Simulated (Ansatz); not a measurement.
**ZnWO4 (P2/c): G0W0 under other settings**

Aim: change settings of a G0W0 run on ZnWO4 (P2/c) and see what moves.

Calculated with Ansatz 0.2.0; G0W0 on LDA, plane waves, PAW.

### Step 1. The structure

It takes space group P2/c (No. 13, monoclinic). Conventional cell: a = 4.699 Å, b = 5.729 Å, c = 4.937 Å, α = 90.00°, β = 90.61°, γ = 90.00°. Nearest to Zn lie 6 O at 2.03 to 2.23 Å. W has 6 O at 1.80 to 2.14 Å nearest. Nearest to O lie 2 W at 1.92 to 2.14 Å and 1 Zn at 2.03 Å. Nearest to O lie 1 W at 1.80 Å and 2 Zn at 2.09 to 2.23 Å. Farther neighbours and most contacts between anions are not listed.

The cell and positions come from the Crystallography Open Database and are kept as given unless a step says otherwise. Spin-orbit coupling is left out unless a step names it. The default PAW set here is soft_2. Its files were made with PBE.

### Step 2. The base run: 2×2×2 mesh, 283 empty bands, screening to 96 eV

Now the one-shot GW correction: screening in the RPA, then the self-energy of the levels asked for.

File input.yaml:

```yaml
crystal:
  lattice:
    - [4.6986, 0.0, 0.0]
    - [0.0, 5.7293, 0.0]
    - [-0.052988409, 0.0, 4.9364156144]
  atoms:
    - { symbol: Zn, position: [0.5, 0.684, 0.25] }
    - { symbol: Zn, position: [0.5, 0.316, 0.75] }
    - { symbol: W, position: [0.0, 0.18258, 0.25] }
    - { symbol: W, position: [0.0, 0.81742, 0.75] }
    - { symbol: O, position: [0.2169, 0.1051, 0.9363] }
    - { symbol: O, position: [0.7831, 0.1051, 0.5637] }
    - { symbol: O, position: [0.7831, 0.8949, 0.0637] }
    - { symbol: O, position: [0.2169, 0.8949, 0.4363] }
    - { symbol: O, position: [0.2565, 0.3777, 0.3996] }
    - { symbol: O, position: [0.7435, 0.3777, 0.1004] }
    - { symbol: O, position: [0.7435, 0.6223, 0.6004] }
    - { symbol: O, position: [0.2565, 0.6223, 0.8996] }
kpoints:
  mp_grid: { grid: [2, 2, 2] }
hamiltonian:
  xc: lda
scf:
  occupations: { method: fixed }
gw:
  n_empty_bands: 283
  ecut_chi: 96
  qp_bands: [v4, c4]
  qp_kpoints: band_edges
  screening: { model: contour_deformation }
```

Command:

```
$ ansatz run input.yaml --threads 3 --pin off --max-ram 92160MiB --backend cuda --events-out ev --progress --plain --runs-dir out --devices 1 --max-vram 13GiB
```

Numbers of over 12 decimals in the logs are rounded to 6 here.

The program printed:

```text
GPUs: using 1 of 1 available (devices: 1).
Engine: ansatz 0.2.0, x86_64-unknown-linux-gnu
Pseudopotentials: kind: paw
Pseudopotential: Zn, paw, valence charge 12, recommended cutoff 420 eV (normal), Zn.paw.azcp
Pseudopotential: W, paw, valence charge 14, recommended cutoff 420 eV (normal), W.paw.azcp
Pseudopotential: O, paw, valence charge 6, recommended cutoff 420 eV (normal), O.paw.azcp
Functional definition: SPW92
  exchange = slater_x
  correlation = pw_c
device memory: the entry about to start is reckoned to put 2.5 GiB on a device that reports 58.7 GiB free (of which the cap on the GPU budget leaves the run 13.0 GiB)
GPU FFT provider: cuFFT
GPU libraries: cuBLAS 13.8.2, cuFFT 12.4.0, cuSOLVER 12.3.4
Crystal: 12 atoms, lattice volume = 132.887 Å³
Basis set: ecut = 420 eV, 2605 PW (Γ)
Bands: 62, of which v1, the nominal top of the filled ones, is band 50 counted from 1 (49 counted from 0)
Symmetry: 4 space group operations
Space group: P2/c (ITA 13), of the structure as read, at distance tolerance 5.1e-5 Å
k-points: 8
Non-local potential: Zn, projectors of the file, l = 0: 2, l = 1: 2, l = 2: 3, l = 3: 1
Non-local potential: W, projectors of the file, l = 0: 3, l = 1: 2, l = 2: 2, l = 3: 1
Non-local potential: O, projectors of the file, l = 0: 2, l = 1: 2, l = 2: 1
PAW form: soft (Blöchl's): semilocal exchange-correlation on the pseudo side does not see the compensation charge
PAW frozen core: Zn, regenerated for the run's functional, and the local potential with it (the file was generated under x = pbe(κ = 0.804, μ = 0.219515), c = pbe(β = 0.066725))
PAW frozen core: W, regenerated for the run's functional, and the local potential with it (the file was generated under x = pbe(κ = 0.804, μ = 0.219515), c = pbe(β = 0.066725))
PAW frozen core: O, regenerated for the run's functional, and the local potential with it (the file was generated under x = pbe(κ = 0.804, μ = 0.219515), c = pbe(β = 0.066725))
PAW one-centre angular grid: Zn, 590 points (default); XC on 64 Gauss nodes
PAW one-centre angular grid: W, 590 points (default); XC on 64 Gauss nodes
PAW one-centre angular grid: O, 110 points (default); XC on 64 Gauss nodes
Initial density: superposition of atomic densities (neutral atoms: chi_scale 0, normalization atom), corrected by the library's trained network
Initial wavefunctions: pseudopotential atomic-orbital guess
GPU buffer pool allocated for 46080 grid points (all kernels)
GPU transforms: local potential and band sums: pruned to the plane-wave sphere, on 32×40×36
Functional: x = slater, c = lda
SCF iter   1: F=—  HF=-31197.930674 eV  |F-HF|=—  |Δ(HF+E_count)|=         —  Δρ=2.17e-2  dr2=5.79e-1  ethr=1.77e-3  ⟨swp⟩=5.0  Hψ=1835  notcnv=0  defer=73
[...]
NSCF: frozen V_eff on 1 k-points
SCF converged after 9 iterations
Free energy (F): -31197.801913 eV
Harris-Foulkes:  -31197.801913 eV  (|F-HF|=6.95e-9)
Internal energy: -31197.801913 eV  (E = F + TS)
E sigma→0 (E₀):  -31197.801913 eV
Fermi energy:    8.212324 eV
--- Per-component energies (eV) ---
  E_band       = -417.523086
  E_kinetic    = 2543.678651
  E_local      = -7885.404628  (includes V_loc(G=0)·N_el)
  E_nonlocal   = 1653.961582
  E_hartree    = 2978.256171
  E_xc         = -1370.886653
  E_vxc        = -1317.757234  (∫ρ·V_xc dr)
  E_paw        = -21318.807410  (= ΣΔE_a)
  E_vpaw       = -1368.536866  (= ΣTr[D̂ρ^β])
  E_aug_tail   = 0.019123  (compensation charges beyond the density's cutoff)
  E_ewald      = -7803.074710
  E_core_change = 4.455960  (= ΣΔE_core)
  E_smearing   = -0.000000  (= −TS)
  E_closure    = 0.000000  (closes the sum)
  Σ components = -31197.801913   (vs F -31197.801913, Δ=0.00e0)
--- Band table (eV; the first three rows and the last of 8) ---
  k-point 0: bands = [... 46 lower, 7.5157, 7.8592, 7.9338, 7.9608, 11.5264, 11.9836, 12.0145, 12.0257, ... 8 higher]
  k-point 1: bands = [... 46 lower, 7.6912, 7.6912, 8.0973, 8.0973, 11.5681, 11.5681, 12.0129, 12.0129, ... 8 higher]
  k-point 2: bands = [... 46 lower, 7.5706, 7.7000, 7.7072, 8.2123, 11.0606, 11.9877, 12.1259, 12.3384, ... 8 higher]
  k-point 7: bands = [... 46 lower, 7.3419, 7.3419, 7.8717, 7.8717, 11.8401, 11.8401, 12.0884, 12.0884, ... 8 higher]
--- G₀W₀: contour deformation, 6 samples at zero and on the imaginary axis and 1 off it, 8 q-points, 283 empty bands' worth ---
  eigenvalues of the whole cell's RPA ε∞ on this k-mesh (on a slab, of 1 + 4πα/V) = 5.1506, 5.2016, 5.8688; static W/v taken at q = 0 is 0.184505
  bands read: the sum over 333 bands ends inside a degenerate multiplet in 4 slots, whose members it reads at an even weight; the widest, k=1: bands 333 to 334 (counted from 1) at 1/2 each
  gw.qp_kpoints: band_edges: 8 of 8 stored k-points solved, in 1 pass; an edge of the gap read off the rows below is read off those points alone
    ik  band        ε_KS         Σx   Σc(E_QP)       V_xc       Z   E_QP_lin       E_QP  E_QP is
     0    47      7.5157   -27.9917     5.0668   -22.5537  0.7325     7.1419     7.1445  root
     0    48      7.8592   -29.7649     5.0221   -24.3443  0.7422     7.4582     7.4607  root
     0    49      7.9338   -26.4011     4.9166   -21.2628  0.7326     7.7112     7.7121  root
     0    50      7.9608   -27.6682     4.9200   -22.4728  0.7386     7.6841     7.6854  root
     0    51     11.5264   -15.6583    -4.0544   -21.0224  0.7764    12.8609    12.8361  root
     0    52     11.9836   -16.2701    -4.4369   -22.0507  0.7700    13.3582    13.3273  root
     0    53     12.0145   -17.6677    -4.2018   -23.1859  0.7632    13.3619    13.3309  root
     0    54     12.0257   -16.5348    -4.3773   -22.2931  0.7647    13.4405    13.4068  root
[...]
7    51     11.8401   -15.7230    -4.6040   -21.6520  0.7728    13.1948    13.1651  root
     7    52     11.8401   -15.7230    -4.6040   -21.6520  0.7728    13.1948    13.1651  root
     7    53     12.0884   -16.6262    -4.2913   -22.2126  0.7684    13.4128    13.3835  root
     7    54     12.0884   -16.6262    -4.2913   -22.2126  0.7684    13.4128    13.3835  root
```

It took 8.9 s on 1 × NVIDIA H100 80GB HBM3 (shared by 6 runs) with 3 threads of AMD EPYC 7R13 (Zen 3), shared host; peak memory 1.3 GiB.

This step gave:

```yaml
bands_summed: 333
rpa_eps_infinity_on_this_mesh_eigenvalues: 5.151, 5.202, 5.869
plane_waves_in_the_screening_matrix: 277
q_points_in_the_mesh: 8
g0w0_gap_on_the_mesh: 4.469 eV
k_of_the_valence_top: 0, -0.5, 0
k_of_the_conduction_bottom: 0, -0.5, 0
starting_gap_on_the_mesh: 2.848 eV
z_at_the_valence_top: 0.7430
z_at_the_conduction_bottom: 0.7832
least_direct_g0w0_gap_on_the_computed_points: 4.469 eV
```

The gap on the mesh goes from 2.85 eV to 4.47 eV, a correction of +1.62 eV. Between the two edge states, bare exchange in place of the xc potential would open the gap by 11.13 eV, and correlation takes back 9.51 eV.

### Step 3. Variant: guard bands

Edit input.yaml of step 2 so:

```diff
@@ -25,4 +25,4 @@
 gw:
-  n_empty_bands: 283
-  ecut_chi: 96
+  n_empty_bands: 215
+  ecut_chi: 80
   qp_bands: [v4, c4]
@@ -30 +30,2 @@
   screening: { model: contour_deformation }
+  n_guard_bands: 12
```

The program printed:

```text
GPUs: using 1 of 1 available (devices: 1).
[...]
GPU FFT provider: cuFFT
GPU libraries: cuBLAS 13.8.2, cuFFT 12.4.0, cuSOLVER 12.3.4
Crystal: 12 atoms, lattice volume = 132.887 Å³
Basis set: ecut = 420 eV, 2605 PW (Γ)
Bands: 62, of which v1, the nominal top of the filled ones, is band 50 counted from 1 (49 counted from 0)
[... 1 set-up line as in the run before ...]
[...]
k-points: 8
[...]
GPU buffer pool allocated for 46080 grid points (all kernels)
[...]
SCF iter   1: F=—  HF=-31197.930674 eV  |F-HF|=—  |Δ(HF+E_count)|=         —  Δρ=2.17e-2  dr2=5.79e-1  ethr=1.77e-3  ⟨swp⟩=5.0  Hψ=1835  notcnv=0  defer=73
[...]
SCF iter   9: F=-31197.801913 eV  HF=-31197.801913 eV  |F-HF|=6.95e-9  |Δ(HF+E_count)|=   3.85e-8  Δρ=4.34e-6  dr2=3.36e-8  ethr=1.00e-10  ⟨swp⟩=10.1  Hψ=1656  notcnv=0
SCF 1 converged in 9 iterations: F = -31197.801913 eV  dr2 = 3.36e-8
[...]
NSCF: frozen V_eff on 8 k-points
[...]
G₀W₀ screening: q 1/8
[... further progress lines ...]
[...]
SCF converged after 9 iterations
Free energy (F): -31197.801913 eV
[...]
Internal energy: -31197.801913 eV  (E = F + TS)
E sigma→0 (E₀):  -31197.801913 eV
Fermi energy:    8.212324 eV
[...]
--- Band table (eV; the first three rows and the last of 8) ---
  k-point 0: bands = [... 46 lower, 7.5157, 7.8592, 7.9338, 7.9608, 11.5264, 11.9836, 12.0145, 12.0257, ... 8 higher]
  k-point 1: bands = [... 46 lower, 7.6912, 7.6912, 8.0973, 8.0973, 11.5681, 11.5681, 12.0129, 12.0129, ... 8 higher]
  k-point 2: bands = [... 46 lower, 7.5706, 7.7000, 7.7072, 8.2123, 11.0606, 11.9877, 12.1259, 12.3384, ... 8 higher]
  k-point 7: bands = [... 46 lower, 7.3419, 7.3419, 7.8717, 7.8717, 11.8401, 11.8401, 12.0884, 12.0884, ... 8 higher]
[...]
0    47      7.5157   -27.9917     5.1205   -22.5537  0.7347     7.1963     7.1982  root
     0    48      7.8592   -29.7649     5.0730   -24.3443  0.7443     7.5096     7.5116  root
     0    49      7.9338   -26.4011     4.9947   -21.2628  0.7347     7.7898     7.7902  root
     0    50      7.9608   -27.6682     4.9912   -22.4728  0.7407     7.7559     7.7566  root
     0    51     11.5264   -15.6583    -3.9606   -21.0224  0.7780    12.9589    12.9298  root
     0    52     11.9836   -16.2701    -4.3321   -22.0507  0.7720    13.4689    13.4322  root
     0    53     12.0145   -17.6677    -4.1036   -23.1859  0.7654    13.4657    13.4292  root
     0    54     12.0257   -16.5348    -4.2761   -22.2931  0.7666    13.5476    13.5079  root
[...]
7    51     11.8401   -15.7230    -4.5057   -21.6520  0.7745    13.2983    13.2634  root
     7    52     11.8401   -15.7230    -4.5057   -21.6520  0.7745    13.2983    13.2634  root
     7    53     12.0884   -16.6262    -4.1941   -22.2126  0.7703    13.5152    13.4806  root
     7    54     12.0884   -16.6262    -4.1941   -22.2126  0.7703    13.5152    13.4806  root
```

Run time: 11 s. Hardware: 1 × NVIDIA H100 80GB HBM3 (shared by 6 runs) with 3 threads; peak memory 1.3 GiB.

The G0W0 gap on the mesh is 4.512 eV.

Against the base:

| setting | base | variant |
| --- | --- | --- |
| empty bands | 283 | 215 |
| screening cutoff (eV) | 96 | 80 |
| n guard bands | - | 12 |

```csv
quantity,variant,base
starting gap on the mesh,2.848,2.848
G0W0 gap on the mesh,4.512,4.469
least direct G0W0 gap on the computed points,4.512,4.469
Z at the valence top,0.745,0.743
Z at the conduction bottom,0.785,0.783
```

### Step 4. Variant: larger pair-density box

Edit input.yaml of step 3 so:

```diff
@@ -25,4 +25,4 @@
 gw:
-  n_empty_bands: 215
-  ecut_chi: 80
+  n_empty_bands: 301
+  ecut_chi: 100
   qp_bands: [v4, c4]
@@ -30,2 +30,2 @@
   screening: { model: contour_deformation }
-  n_guard_bands: 12
+  ecutfock_ratio: 2
```

The program printed:

```text
GPUs: using 1 of 1 available (devices: 1).
[...]
GPU FFT provider: cuFFT
GPU libraries: cuBLAS 13.8.2, cuFFT 12.4.0, cuSOLVER 12.3.4
Crystal: 12 atoms, lattice volume = 132.887 Å³
Basis set: ecut = 420 eV, 2605 PW (Γ)
Bands: 62, of which v1, the nominal top of the filled ones, is band 50 counted from 1 (49 counted from 0)
[... 1 set-up line as in the run before ...]
[...]
k-points: 8
[...]
GPU buffer pool allocated for 46080 grid points (all kernels)
[...]
SCF iter   1: F=—  HF=-31197.930674 eV  |F-HF|=—  |Δ(HF+E_count)|=         —  Δρ=2.17e-2  dr2=5.79e-1  ethr=1.77e-3  ⟨swp⟩=5.0  Hψ=1835  notcnv=0  defer=73
[...]
SCF iter   9: F=-31197.801913 eV  HF=-31197.801913 eV  |F-HF|=6.95e-9  |Δ(HF+E_count)|=   3.85e-8  Δρ=4.34e-6  dr2=3.36e-8  ethr=1.00e-10  ⟨swp⟩=10.1  Hψ=1656  notcnv=0
SCF 1 converged in 9 iterations: F = -31197.801913 eV  dr2 = 3.36e-8
[...]
G₀W₀ screening: q 1/8
[... further progress lines ...]
[...]
SCF converged after 9 iterations
Free energy (F): -31197.801913 eV
[...]
Internal energy: -31197.801913 eV  (E = F + TS)
E sigma→0 (E₀):  -31197.801913 eV
Fermi energy:    8.212324 eV
[...]
--- Band table (eV; the first three rows and the last of 8) ---
  k-point 0: bands = [... 46 lower, 7.5157, 7.8592, 7.9338, 7.9608, 11.5264, 11.9836, 12.0145, 12.0257, ... 8 higher]
  k-point 1: bands = [... 46 lower, 7.6912, 7.6912, 8.0973, 8.0973, 11.5681, 11.5681, 12.0129, 12.0129, ... 8 higher]
  k-point 2: bands = [... 46 lower, 7.5706, 7.7000, 7.7072, 8.2123, 11.0606, 11.9877, 12.1259, 12.3384, ... 8 higher]
  k-point 7: bands = [... 46 lower, 7.3419, 7.3419, 7.8717, 7.8717, 11.8401, 11.8401, 12.0884, 12.0884, ... 8 higher]
[...]
0    47      7.5157   -27.9917     5.0536   -22.5537  0.7321     7.1285     7.1313  root
     0    48      7.8592   -29.7649     5.0074   -24.3443  0.7418     7.4433     7.4460  root
     0    49      7.9338   -26.4011     4.8988   -21.2628  0.7322     7.6933     7.6943  root
     0    50      7.9608   -27.6682     4.9035   -22.4728  0.7382     7.6675     7.6689  root
     0    51     11.5264   -15.6583    -4.0765   -21.0224  0.7761    12.8379    12.8140  root
     0    52     11.9836   -16.2701    -4.4606   -22.0507  0.7696    13.3334    13.3036  root
     0    53     12.0145   -17.6677    -4.2225   -23.1859  0.7628    13.3401    13.3102  root
     0    54     12.0257   -16.5348    -4.4005   -22.2931  0.7643    13.4160    13.3835  root
[...]
7    51     11.8401   -15.7230    -4.6268   -21.6520  0.7724    13.1708    13.1423  root
     7    52     11.8401   -15.7230    -4.6268   -21.6520  0.7724    13.1708    13.1423  root
     7    53     12.0884   -16.6262    -4.3111   -22.2126  0.7680    13.3920    13.3637  root
     7    54     12.0884   -16.6262    -4.3111   -22.2126  0.7680    13.3920    13.3637  root
```

Wall time 9.8 s (1 × NVIDIA H100 80GB HBM3 (shared by 6 runs) with 3 threads); peak memory 1.3 GiB.

The G0W0 gap on the mesh is 4.464 eV.

Against the base:

```
              setting  base  variant
          empty bands   283      301
screening cutoff (eV)    96      100
       ecutfock ratio     -        2
```

```csv
quantity,variant,base
starting gap on the mesh,2.848,2.848
G0W0 gap on the mesh,4.464,4.469
least direct G0W0 gap on the computed points,4.464,4.469
Z at the valence top,0.743,0.743
Z at the conduction bottom,0.783,0.783
```

### Step 5. Outcome

| Item | Value |
| --- | --- |
| base | 4.47 eV, 8.9 s |
| guard bands | 4.51 eV, 11 s |
| larger pair-density box | 4.46 eV, 9.8 s |

**Reading.** Guard bands: the gap moves by +0.04 eV. The variant differs from the base in empty bands, screening cutoff and n guard bands together, so the change can't be laid to one of them. Larger pair-density box: the gap moves by −0.005 eV. The variant differs from the base in empty bands, screening cutoff and ecutfock ratio together, so the change can't be laid to one of them. All runs here use a coarse mesh and modest cutoffs; they test settings and are not final values. The 2×2×2 mesh is coarse for this cell (its supercell is 9 Å along the shortest edge). The RPA ε∞ on it, from the LDA start, is 5.15, 5.20 and 5.87; such meshes misread the long-range screening, most where the gap is narrow. A d shell, filled or nearly so, lies near the gap. One-shot GW converges very slowly in bands there, not always from below, and on a semilocal start the gap tends to come out low; starts rich in exact exchange can overshoot instead. The many-body steps are scalar-relativistic: spin-orbit coupling is not in them.

[Paths, hosts, dates, memory and timing lines, banners, echoed tables and standing remarks are left out of the program output.]

[Logs are printed without paths, hosts, clocks, repeated set-up lines and the standing remarks that a program may print on its own settings, such as how far it seeks lower states.]

[Runs of the session that timed out or met a known fault of the program may be left out.]

[Cells called generated may have been cut or substituted from an entry of the Crystallography Open Database or the Materials Project.]

[Hosts, paths, dates, database ids (printed as entryN), source tags and the programs' standing remarks are cut or masked in the printed files.]
